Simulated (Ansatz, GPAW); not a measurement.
# A 6-layer slab of Ni(111): converging a work function

Wanted: a convergence study on the slab a 6-layer slab of Ni(111).

Calculated with GPAW 26.7.0 and Ansatz 0.2.0; Ansatz plane waves; slab in vacuum with a dipole correction, relaxation, in the first sound run; inputs show where later runs differ.

## 1. Starting point

The cell holds 6 atoms: 6 Ni. Its edges and angles: a = 2.489 Å, b = 2.489 Å, c = 24.161 Å, α = 90.0°, β = 90.0°, γ = 60.0°. Vacuum lies along c.

## 2. Relaxation

The atoms are relaxed first, since the surface dipole, and with it the work function, follows the positions of the outer layers. The lowest 3 atoms are held at bulk positions and keep their forces.

input.yaml

```yaml
crystal:
  lattice:
    - [2.4890158698, 0.0, 0.0]
    - [1.2445079349, 2.1555509736, 0.0]
    - [0.0, 0.0, 24.1613647377]
  atoms:
    - { symbol: Ni, position: [0.3333333333, 0.3333333333, 0.2897187339], spin: 0.7 }
    - { symbol: Ni, position: [0.6666666667, 0.6666666667, 0.3738312403], spin: 0.7 }
    - { symbol: Ni, position: [0.0, 0.0, 0.4579437468], spin: 0.7 }
    - { symbol: Ni, position: [0.3333333333, 0.3333333333, 0.5420562532], spin: 0.7 }
    - { symbol: Ni, position: [0.6666666667, 0.6666666667, 0.6261687597], spin: 0.7 }
    - { symbol: Ni, position: [0.0, 0.0, 0.7102812661], spin: 0.7 }
magnetization:
  spin_polarized: true
kpoints:
  mp_grid: { grid: [14, 14, 1] }
hamiltonian:
  xc: pbe
scf:
  occupations: { method: fermi_dirac, width: 0.1 }
efield:
  axis: 3
  dipole_correction: true
  ramp_width: 0.05
relax:
  f_tol: 0.02
  max_steps: 60
  constraints: [{ sites: [0, 1, 2] }]
output:
  write_potential: true
  write_density: true
  volumetric_format: npy
```

Launch:

```console
> ansatz run input.yaml --threads 4 --pin off --max-ram 8192MiB --backend cpu --events-out ev --progress --plain --runs-dir out
```

Numbers of over 12 decimals in the logs are rounded to 6 here.

Output:

```text
Engine: ansatz 0.2.0, x86_64-unknown-linux-gnu
Pseudopotentials: kind: paw
Pseudopotential: Ni, paw, valence charge 18, recommended cutoff 420 eV (normal), Ni.paw.azcp
Functional definition: PBE
  parameter kappa = 0.804
  parameter beta = 0.066725
  exchange = pbe_x(kappa = kappa, mu = beta*pi^2/3)
  correlation = pbe_c(beta = beta)
Crystal: 6 atoms, lattice volume = 129.631 Å³
Basis set: ecut = 420 eV, 2439 PW (Γ), exchange–correlation on 36×36×324 points (8 copies of the dense FFT grid, shifted against one another)
Bands: 68, of which v1, the nominal top of the filled ones, is band 54 counted from 1 (53 counted from 0)
Symmetry: 6 space group operations
k-points: 24 of 196 (time reversal used)
Non-local potential: Ni, projectors of the file, l = 0: 3, l = 1: 2, l = 2: 3, l = 3: 1
PAW form: soft (Blöchl's): semilocal exchange-correlation on the pseudo side does not see the compensation charge
PAW one-centre angular grid: Ni, 590 points (default); XC on 64 Gauss nodes
Initial density: superposition of atomic densities (neutral atoms: chi_scale 0, normalization atom)
Starting moments: Σ|m| = 4.2 μB on 6 of 6 sites
Initial wavefunctions: pseudopotential atomic-orbital guess
Functional: x = pbe(κ = 0.804, μ = 0.219515), c = pbe(β = 0.066725)
SCF iter   1: F=—  HF=-35031.835042 eV  |F-HF|=—  |Δ(HF+E_count)|=         —  Δρ=3.86e-2 (↑1.22e-2 ↓3.86e-2)  dr2=4.25e0  dr2_m=3.86e-1  M=4.439 μB ∫|m|=4.670 μB  β_m=1.00  ethr=3.10e-3  p=0.000 e·Å  D=4.30e-13 V/Å  ΔV_dip=-0.00 eV  dr2_dipole=2.13e-8  V_vac-E_F(+/−)=7.33/7.33 eV  ⟨swp⟩=8.4  Hψ=14646  notcnv=0  defer=62
Mixer restart at iter 1: flushing history
efield: sawtooth ramp at fractional position 0.9750 (placed from the atoms, in the widest stretch of the axis that holds none; the zero of the levels goes with the place), width 0.0500; the density the first Hamiltonian is built on has a dipole p = 0.000 e·Å; the dipole correction subtracts the counter field D = 4.30e-13 V/Å, which shifts the + side's vacuum level by -0.00 eV against the − side's; the planar-averaged density in the ramp window peaks in size at 1.9e-5 e/Å³
preconditioner: auto → LDOS  [metal: Δε(μ)=0.001 eV  Ē_g=7.785 eV  σ=0.100 eV  W_gap=0.00  n_scr=20 (ndim 8)  ℏωp=25.3 eV  f_vac=0.451  D(μ)=11.52/eV (n_scr^D=156)]
spin=Collinear: LDOS preconditioning applied to the charge; magnetization (m = ρ↑ − ρ↓) channel mixes plain (no charge-response kernel on spin).
SCF iter   2: F=—  HF=-35032.345801 eV  |F-HF|=—  |Δ(HF+E_count)|=   5.11e-1  Δρ=1.46e-2 (↑1.46e-2 ↓1.18e-2)  dr2=6.16e-1  dr2_m=6.57e-3  M=4.330 μB ∫|m|=4.779 μB  β_m=0.31  ethr=3.10e-3  p=0.000 e·Å  D=6.54e-6 V/Å  ΔV_dip=-0.00 eV  dr2_dipole=1.21e-7  V_vac-E_F(+/−)=6.44/6.44 eV  ⟨swp⟩=2.4  Hψ=5454  notcnv=0  defer=147
density mixer auto → msr1: a metal under ldos (density of states about μ 3.88 of a free-electron gas's, 20 screened modes)
SCF iter   3: F=—  HF=-35034.345616 eV  |F-HF|=—  |Δ(HF+E_count)|=    2.00e0  Δρ=7.59e-3 (↑7.59e-3 ↓6.39e-3)  dr2=1.65e-1  dr2_m=5.19e-3  M=4.303 μB ∫|m|=4.786 μB  β_m=0.51  ethr=5.70e-4  p=-0.000 e·Å  D=-5.70e-6 V/Å  ΔV_dip=0.00 eV  dr2_dipole=1.00e-9  V_vac-E_F(+/−)=6.03/6.03 eV  ⟨swp⟩=2.6  Hψ=5236  notcnv=0  defer=150
SCF iter   4: F=—  HF=-35036.698978 eV  |F-HF|=—  |Δ(HF+E_count)|=         —  Δρ=8.74e-3 (↑4.50e-3 ↓8.74e-3)  dr2=1.43e-1  dr2_m=7.75e-3  M=4.112 μB ∫|m|=4.685 μB  β_m=0.51  ethr=1.53e-4  p=-0.000 e·Å  D=-2.73e-6 V/Å  ΔV_dip=0.00 eV  dr2_dipole=4.53e-10  V_vac-E_F(+/−)=5.41/5.41 eV  ⟨swp⟩=2.9  Hψ=6672  notcnv=0  defer=153
SCF iter   5: F=—  HF=-35037.076671 eV  |F-HF|=—  |Δ(HF+E_count)|=   3.78e-1  Δρ=6.36e-3 (↑2.35e-3 ↓6.36e-3)  dr2=6.17e-2  dr2_m=7.65e-3  M=3.998 μB ∫|m|=4.574 μB  β_m=0.75  ethr=1.32e-4  p=-0.000 e·Å  D=-5.84e-6 V/Å  ΔV_dip=0.00 eV  dr2_dipole=5.13e-9  V_vac-E_F(+/−)=5.27/5.27 eV  ⟨swp⟩=2.1  Hψ=5220  notcnv=0  defer=163
SCF iter   6: F=—  HF=-35037.201872 eV  |F-HF|=—  |Δ(HF+E_count)|=   1.25e-1  Δρ=4.23e-3 (↑3.21e-3 ↓4.23e-3)  dr2=4.22e-2  dr2_m=1.10e-3  M=3.906 μB ∫|m|=4.485 μB  β_m=0.66  ethr=5.71e-5  p=0.000 e·Å  D=3.13e-6 V/Å  ΔV_dip=-0.00 eV  dr2_dipole=5.71e-8  V_vac-E_F(+/−)=5.13/5.13 eV  ⟨swp⟩=2.4  Hψ=5899  notcnv=0  defer=173
SCF iter   7: F=—  HF=-35037.193718 eV  |F-HF|=—  |Δ(HF+E_count)|=   8.15e-3  Δρ=2.26e-3 (↑1.66e-3 ↓2.26e-3)  dr2=1.27e-2  dr2_m=2.09e-4  M=3.882 μB ∫|m|=4.459 μB  β_m=0.55  ethr=3.90e-5  p=-0.000 e·Å  D=-5.51e-6 V/Å  ΔV_dip=0.00 eV  dr2_dipole=3.37e-8  V_vac-E_F(+/−)=5.10/5.10 eV  ⟨swp⟩=2.1  Hψ=6111  notcnv=0  defer=172
SCF iter   8: F=—  HF=-35037.190874 eV  |F-HF|=—  |Δ(HF+E_count)|=   2.84e-3  Δρ=7.35e-4 (↑4.11e-4 ↓7.35e-4)  dr2=8.72e-4  dr2_m=7.23e-5  M=3.888 μB ∫|m|=4.469 μB  β_m=0.63  ethr=1.17e-5  p=-0.000 e·Å  D=-1.11e-6 V/Å  ΔV_dip=0.00 eV  dr2_dipole=2.81e-10  V_vac-E_F(+/−)=5.08/5.08 eV  ⟨swp⟩=2.0  Hψ=4627  notcnv=0  defer=172
SCF iter   9: F=—  HF=-35037.191139 eV  |F-HF|=—  |Δ(HF+E_count)|=   2.64e-4  Δρ=2.93e-4 (↑1.33e-4 ↓2.93e-4)  dr2=1.62e-4  dr2_m=1.76e-5  M=3.893 μB ∫|m|=4.476 μB  β_m=0.64  ethr=8.07e-7  p=-0.000 e·Å  D=-1.49e-6 V/Å  ΔV_dip=0.00 eV  dr2_dipole=7.38e-10  V_vac-E_F(+/−)=5.08/5.08 eV  ⟨swp⟩=2.7  Hψ=6490  notcnv=0  defer=172
SCF iter  10: F=—  HF=-35037.191123 eV  |F-HF|=—  |Δ(HF+E_count)|=   1.55e-5  Δρ=7.03e-5 (↑4.72e-5 ↓7.03e-5)  dr2=1.23e-5  dr2_m=2.16e-6  M=3.892 μB ∫|m|=4.477 μB  β_m=0.59  ethr=1.50e-7  p=0.000 e·Å  D=7.04e-7 V/Å  ΔV_dip=-0.00 eV  dr2_dipole=6.20e-10  V_vac-E_F(+/−)=5.07/5.07 eV  ⟨swp⟩=2.5  Hψ=5092  notcnv=0  defer=172
SCF iter  11: F=—  HF=-35037.191121 eV  |F-HF|=—  |Δ(HF+E_count)|=   1.58e-6  Δρ=2.81e-5 (↑2.50e-5 ↓2.81e-5)  dr2=2.41e-6  dr2_m=2.13e-7  M=3.892 μB ∫|m|=4.477 μB  β_m=0.54  ethr=1.14e-8  p=-0.000 e·Å  D=-1.06e-6 V/Å  ΔV_dip=0.00 eV  dr2_dipole=7.66e-10  V_vac-E_F(+/−)=5.07/5.07 eV  ⟨swp⟩=2.2  Hψ=5268  notcnv=0  defer=172
SCF iter  12: F=—  HF=-35037.191122 eV  |F-HF|=—  |Δ(HF+E_count)|=   6.24e-7  Δρ=7.47e-5 (↑3.19e-5 ↓7.47e-5)  dr2=2.66e-5  dr2_m=6.86e-7  M=3.892 μB ∫|m|=4.478 μB  β_m=0.55  ethr=2.23e-9  p=0.000 e·Å  D=8.13e-7 V/Å  ΔV_dip=-0.00 eV  dr2_dipole=4.17e-8  V_vac-E_F(+/−)=5.07/5.07 eV  ⟨swp⟩=2.8  Hψ=6163  notcnv=0  defer=172
SCF iter  13: F=-35037.191113 eV  HF=-35037.191122 eV  |F-HF|=8.49e-6  |Δ(HF+E_count)|=   4.95e-7  Δρ=4.32e-5 (↑1.57e-5 ↓4.32e-5)  dr2=8.81e-6  dr2_m=2.46e-7  M=3.892 μB ∫|m|=4.478 μB  ethr=2.23e-9  p=-0.000 e·Å  D=-8.36e-7 V/Å  ΔV_dip=0.00 eV  dr2_dipole=2.95e-8  V_vac-E_F(+/−)=5.07/5.07 eV  ⟨swp⟩=9.2  Hψ=26045  notcnv=0
SCF 1 converged in 13 iterations: F = -35037.191113 eV  dr2 = 8.81e-6
[...]
SCF iter   6: F=—  HF=-35037.193014 eV  |F-HF|=—  |Δ(HF+E_count)|=   3.40e-6  Δρ=4.24e-5 (↑4.24e-5 ↓3.95e-5)  dr2=8.74e-6  dr2_m=4.09e-7  M=3.892 μB ∫|m|=4.477 μB  β_m=0.49  ethr=5.23e-9  p=0.000 e·Å  D=3.78e-4 V/Å  ΔV_dip=-0.01 eV  dr2_dipole=1.68e-6  V_vac-E_F(+/−)=5.06/5.07 eV  ⟨swp⟩=3.1  Hψ=7019  notcnv=0  defer=173
SCF iter   7: F=—  HF=-35037.193013 eV  |F-HF|=—  |Δ(HF+E_count)|=   1.05e-6  Δρ=1.71e-5 (↑1.21e-5 ↓1.71e-5)  dr2=7.34e-7  dr2_m=1.57e-7  M=3.892 μB ∫|m|=4.476 μB  β_m=0.49  ethr=5.23e-9  p=0.000 e·Å  D=3.44e-4 V/Å  ΔV_dip=-0.01 eV  dr2_dipole=3.25e-7  V_vac-E_F(+/−)=5.06/5.07 eV  ⟨swp⟩=2.0  Hψ=4632  notcnv=0  defer=173
SCF iter   8: F=—  HF=-35037.193013 eV  |F-HF|=—  |Δ(HF+E_count)|=   2.05e-7  Δρ=8.85e-6 (↑8.85e-6 ↓7.80e-6)  dr2=6.82e-8  dr2_m=6.31e-8  M=3.892 μB ∫|m|=4.476 μB  β_m=0.55  ethr=6.80e-10  p=0.000 e·Å  D=3.36e-4 V/Å  ΔV_dip=-0.01 eV  dr2_dipole=1.26e-10  V_vac-E_F(+/−)=5.06/5.07 eV  ⟨swp⟩=2.1  Hψ=4787  notcnv=0  defer=173
SCF iter   9: F=—  HF=-35037.193013 eV  |F-HF|=—  |Δ(HF+E_count)|=   1.06e-7  Δρ=1.44e-5 (↑3.05e-6 ↓1.44e-5)  dr2=1.59e-6  dr2_m=5.25e-8  M=3.892 μB ∫|m|=4.476 μB  β_m=0.64  ethr=6.31e-11  p=0.000 e·Å  D=3.30e-4 V/Å  ΔV_dip=-0.01 eV  dr2_dipole=1.03e-6  V_vac-E_F(+/−)=5.06/5.07 eV  ⟨swp⟩=2.5  Hψ=6323  notcnv=0  defer=173
SCF iter  10: F=-35037.193013 eV  HF=-35037.193013 eV  |F-HF|=5.23e-8  |Δ(HF+E_count)|=   1.60e-9  Δρ=4.64e-6 (↑1.63e-6 ↓4.64e-6)  dr2=5.28e-8  dr2_m=4.79e-9  M=3.892 μB ∫|m|=4.476 μB  ethr=6.31e-11  p=0.000 e·Å  D=3.25e-4 V/Å  ΔV_dip=-0.01 eV  dr2_dipole=3.78e-9  V_vac-E_F(+/−)=5.06/5.07 eV  ⟨swp⟩=7.8  Hψ=23132  notcnv=0
SCF 3 converged in 10 iterations: F = -35037.193013 eV  dr2 = 5.28e-8
relax step   3: F+E_penalty+E_count = -35037.19301278 eV  Δ(F+E_penalty+E_count) = -6.566e-4 eV  max|allowed force component| = 2.339e-3 eV/Å  Δτ_max = 0.0146 Å  (10 SCF iters, dr2 threshold 4.44e-7 eV, accepted)
iter 1 solved again at ethr=2.11e-11 eV; its pass at ethr=3.10e-3 eV (dr2=2.28e-8 eV) is discarded
SCF iter   1: F=—  HF=-35037.193013 eV  |F-HF|=—  |Δ(HF+E_count)|=         —  Δρ=1.82e-6 (↑1.82e-6 ↓1.38e-6)  dr2=2.28e-8  dr2_m=1.77e-9  M=3.892 μB ∫|m|=4.476 μB  β_m=1.00  ethr=2.11e-11  p=0.000 e·Å  D=3.25e-4 V/Å  ΔV_dip=-0.01 eV  dr2_dipole=1.66e-8  V_vac-E_F(+/−)=5.06/5.07 eV  ⟨swp⟩=1.0  Hψ=7982  notcnv=0  defer=173
efield: sawtooth ramp at fractional position 0.9750 (handed on by an earlier solve), width 0.0500; the density the first Hamiltonian is built on has a dipole p = 0.000 e·Å; the dipole correction subtracts the counter field D = 3.25e-4 V/Å, which shifts the + side's vacuum level by -0.01 eV against the − side's; the planar-averaged density in the ramp window peaks in size at 8.3e-6 e/Å³
preconditioner: auto → LDOS  [metal: Δε(μ)=0.018 eV  Ē_g=7.843 eV  σ=0.100 eV  W_gap=0.05  n_scr=12 (ndim 8)  ℏωp=25.3 eV  f_vac=0.462  D(μ)=10.69/eV (n_scr^D=142)]
spin=Collinear: LDOS preconditioning applied to the charge; magnetization (m = ρ↑ − ρ↓) channel mixes plain (no charge-response kernel on spin).
SCF iter   2: F=-35037.193013 eV  HF=-35037.193013 eV  |F-HF|=2.51e-8  |Δ(HF+E_count)|=  1.16e-10  Δρ=2.72e-6 (↑9.73e-7 ↓2.72e-6)  dr2=2.44e-8  dr2_m=1.31e-9  M=3.892 μB ∫|m|=4.476 μB  ethr=2.11e-11  p=0.000 e·Å  D=3.27e-4 V/Å  ΔV_dip=-0.01 eV  dr2_dipole=3.25e-9  V_vac-E_F(+/−)=5.06/5.07 eV  ⟨swp⟩=7.5  Hψ=21576  notcnv=0
SCF 4 converged in 2 iterations: F = -35037.193013 eV  dr2 = 2.44e-8
relax step   4: F+E_penalty+E_count = -35037.19301281 eV  Δ(F+E_penalty+E_count) = -2.567e-8 eV  max|allowed force component| = 2.335e-3 eV/Å  Δτ_max = 0.0000 Å  (2 SCF iters, accepted)
NSCF: frozen V_eff on 24 k-points
the band table was solved once a step of the walk had ended and its energy, with any forces and stress, was formed, with the checks that follow a solve (17125 applications of the Hamiltonian). They found nothing against the state; the energy, forces and stress were not computed again (output.eigenvalues in the input reference)
WARN: The output density's exchange-correlation potential varies sharply where the density is thin. Do not read a vacuum level from v_tot or v_xc, or from such a field of the output density. On a cell that repeats whose density bears no net charge and no dipole along the vacuum's axis use v_es (v_loc + v_h of the components); under efield.dipole_correction with no amplitude use v_es + v_field, which holds any externa [...]
SCF converged after 2 iterations
Stability not checked: this state was not tested for a lower state beside it, because the mixer in use, unlike msr1, does not test its closes by its own steps (another_mixer; see scf.mixing.algorithm and scf.lower_state_search)
Magnetization: 3.8918 μB (55.9459 up, 52.0541 down)
Absolute magnetization: 4.4806 μB (∫|ρ↑−ρ↓|, with the PAW one-centre terms)
Spin contamination: 0.0545 ħ² per cell (⟨S²⟩ above its minimum at these occupations)
Per-site moments (μB) at R_I (Å): [(0.704489, 1.026719), (0.702254, 1.026719), (0.661920, 1.026719), (0.661049, 1.026343), (0.702584, 1.017806), (0.705593, 1.017806)]
Free energy (F): -35037.193013 eV
Harris-Foulkes:  -35037.193013 eV  (|F-HF|=2.51e-8)
Internal energy: -35036.849041 eV  (E = F + TS)
E sigma→0 (E₀):  -35037.021027 eV
Entropy (-TS):   -0.343972 eV (-57.329 meV/atom)
Fermi energy:    6.699347 eV
Dipole field:    D = 0.000422 V/Å  (p = 0.000303 e·Å, saw-weighted, corrected)
Work function:   Φ+ = 5.0581 eV   Φ− = 5.0682 eV
Levels:          The Fermi level and band energies are counted from a zero that moves with the ramp; work functions are not
--- Per-component energies (eV) ---
  E_band       = -2934.456700
  E_kinetic    = 1690.211061
  E_local      = -219972.084379  (includes V_loc(G=0)·N_el)
  E_nonlocal   = 3818.758707
  E_hartree    = 107669.545910
  E_xc         = -505.838402
  E_vxc        = -651.998885  (∫ρ·V_xc dr)
  E_paw        = -9782.260061  (= ΣΔE_a)
  E_vpaw       = -3158.423736  (= ΣTr[D̂ρ^β])
  E_aug_tail   = 0.003170  (compensation charges beyond the density's cutoff)
  E_efield     = 0.000000  (sawtooth field / dipole correction)
  E_vefield    = 0.000183  (∫n·V_field dr)
  E_ewald      = 82044.814953
  E_smearing   = -0.343972  (= −TS)
  E_closure    = -0.000000  (closes the sum)
  Σ components = -35037.193013   (vs F -35037.193013, Δ=0.00e0)
--- Forces (eV/Å), atoms counted from 1 ---
  atom   1  Ni     0.00000000     0.00000000     0.14128351
  atom   2  Ni    -0.00000000    -0.00000000    -0.12456360
  atom   3  Ni    -0.00000000     0.00000000    -0.01505699
  atom   4  Ni     0.00000000    -0.00000000    -0.00125644
  atom   5  Ni     0.00000000     0.00000000    -0.00233542
  atom   6  Ni     0.00000000    -0.00000000     0.00193254
  max |Σ_I F_I| component: 3.59e-6 eV/Å
--- Band table (eV; the first three rows and the last of 48) ---
  k-point 0 ↑: bands = [... 50 lower, 5.4080, 5.5296, 5.5296, 5.7798, 5.7798, 5.9895, 5.9895, 6.0775, ... 10 higher]
  k-point 1 ↑: bands = [... 50 lower, 5.4327, 5.5489, 5.5571, 5.5949, 5.6960, 5.7832, 5.9911, 6.0819, ... 10 higher]
  k-point 2 ↑: bands = [... 50 lower, 5.2924, 5.4068, 5.4949, 5.5761, 5.7890, 5.9120, 5.9948, 6.0937, ... 10 higher]
  k-point 23 ↓: bands = [... 50 lower, 6.7506, 6.7632, 6.8331, 6.8546, 10.9486, 11.1035, 11.3741, 11.7421, ... 10 higher]
--- Relaxed structure (4 steps of the walk, 4 accepted, 0 SCFs on fresh bases) ---
  F+E_penalty+E_count = -35037.19301281 eV   max|allowed force component| = 2.335e-3 eV/Å
  atoms:
    - { symbol: Ni, position: [0.333333, 0.333333, 0.2897187339] }
    - { symbol: Ni, position: [0.666667, 0.666667, 0.3738312403] }
    - { symbol: Ni, position: [0.0, 0.0, 0.4579437468] }
    - { symbol: Ni, position: [0.333333, 0.333333, 0.542121] }
    - { symbol: Ni, position: [0.666667, 0.666667, 0.626187] }
    - { symbol: Ni, position: [-1.3430567972678686e-18, 0, 0.709202] }
```

Wall time 35 s (4 threads of AMD EPYC 7R13 (Zen 3), shared host); peak memory 0.76 GiB; 2.2 min of CPU time.

Relaxation path:

| step | energy less that of the first step (eV) | largest force component (eV/Å) |
| --- | --- | --- |
| 1 | 0.0000 | 0.1416 |
| 2 | -0.0012 | 0.0843 |
| 3 | -0.0019 | 0.0023 |
| 4 | -0.0019 | 0.0023 |

The run keeps the 6 symmetry operations that it works with, so distortions that break them were not tested.

The atoms that moved most (Å):

| atom | dx | dy | dz | length |
| --- | --- | --- | --- | --- |
| Ni6 | 0.000 | 0.000 | -0.026 | 0.026 |

The relaxed structure:

```xyz
6
Lattice="2.4890 0.0000 0.0000 1.2445 2.1556 0.0000 0.0000 0.0000 24.1614" Properties=species:S:1:pos:R:3
Ni    1.2445    0.7185    7.0000
Ni    2.4890    1.4370    9.0323
Ni    0.0000    0.0000   11.0645
Ni    1.2445    0.7185   13.0984
Ni    2.4890    1.4370   15.1295
Ni    0.0000    0.0000   17.1353
```

This step gave:

| Quantity | Value |
| --- | --- |
| free energy | -35037.1930 eV |
| smearing term TS | 0.3440 eV |
| magnetization | 3.892 μB |
| absolute magnetization | 4.481 μB |
| site moments | 0.7045, 0.7023, 0.6619, 0.6610, 0.7026, 0.7056 μB |
| symmetry operations | 6 |
| upper work function | 5.058 eV |
| lower work function | 5.068 eV |
| dipole along the normal | 3.03e-4 e·Å |
| dipole field | 4.22e-4 V/Å |
| vacuum level above | 11.76 eV |
| vacuum level below | 11.77 eV |

The electrostatic potential energy of an electron (with the applied field's), less the Fermi level, planar mean oscillates, so the rows of the table below give means over windows of 2.01 Å about each position, cut where the curve ends. Its maxima inside the range that stand out by 2 % of the span (Å: eV): 8.1: -0.297, 10.0: -0.423, 12.1: -0.298, 14.2: -0.436, 16.1: -0.493. Its minima: 7.0: -20.7, 9.1: -20.6, 11.0: -20.7, 13.1: -20.7, 15.1: -20.6, 17.2: -20.7.

The electrostatic potential energy of an electron (with the applied field's), less the Fermi level, planar mean by z; means over each step:

z (Å), electrostatic potential energy of an electron (with the applied field's), less the Fermi level, planar mean (eV) and a bar from the least value:
```
     1.00        5.1 ##############################
     3.01        5.1 ##############################
     5.02        4.3 #############################
     7.03      -10.2 #
     9.04      -10.5 
    11.05      -10.5 
    13.06      -10.5 
    15.07      -10.5 
    17.08      -10.3 #
    19.09        4.3 #############################
    21.10        5.1 ##############################
    23.11        5.1 ##############################
```

The valence density, planar mean (density) oscillates, so the rows of the table below give means over windows of 2.09 Å about each position, cut where the curve ends. Its maxima inside the range that stand out by 2 % of the span (Å: e/Å³): 7.0: 4.54, 9.1: 4.41, 11.0: 4.53, 13.1: 4.53, 15.1: 4.41, 17.2: 4.53. Its minima: 8.1: 0.290, 10.0: 0.292, 12.1: 0.289, 14.2: 0.293, 16.1: 0.300.

Table of valence density, planar mean by z; means over each step:

| z (Å) | density (e/Å³) | rho spin (e/Å³) |
| --- | --- | --- |
| 3.13 | 2.1e-4 | -2.0e-5 |
| 5.22 | 0.0528 | 1.7e-4 |
| 7.31 | 1.61 | 0.0584 |
| 9.40 | 1.62 | 0.0594 |
| 11.49 | 1.63 | 0.0561 |
| 13.58 | 1.63 | 0.0563 |
| 15.67 | 1.66 | 0.0604 |
| 17.77 | 1.43 | 0.0566 |
| 19.85 | 0.00418 | -2.1e-4 |
| 21.95 | 1.8e-5 | -2.5e-6 |

Site moment by atom:

| atom | site moment (μB) |
| --- | --- |
| Ni1 | 0.704 |
| Ni2 | 0.702 |
| Ni3 | 0.662 |
| Ni4 | 0.661 |
| Ni5 | 0.703 |
| Ni6 | 0.706 |

The relaxation lowered the energy of the cell by 0.00190 eV.

[end of part 1 of 3]

[Logs are printed without paths, hosts, clocks, repeated set-up lines and the standing remarks that a program may print on its own settings, such as how far it seeks lower states.]

[Hosts, paths, dates, database ids (printed as entryN), source tags and the programs' standing remarks are cut or masked in the printed files.]
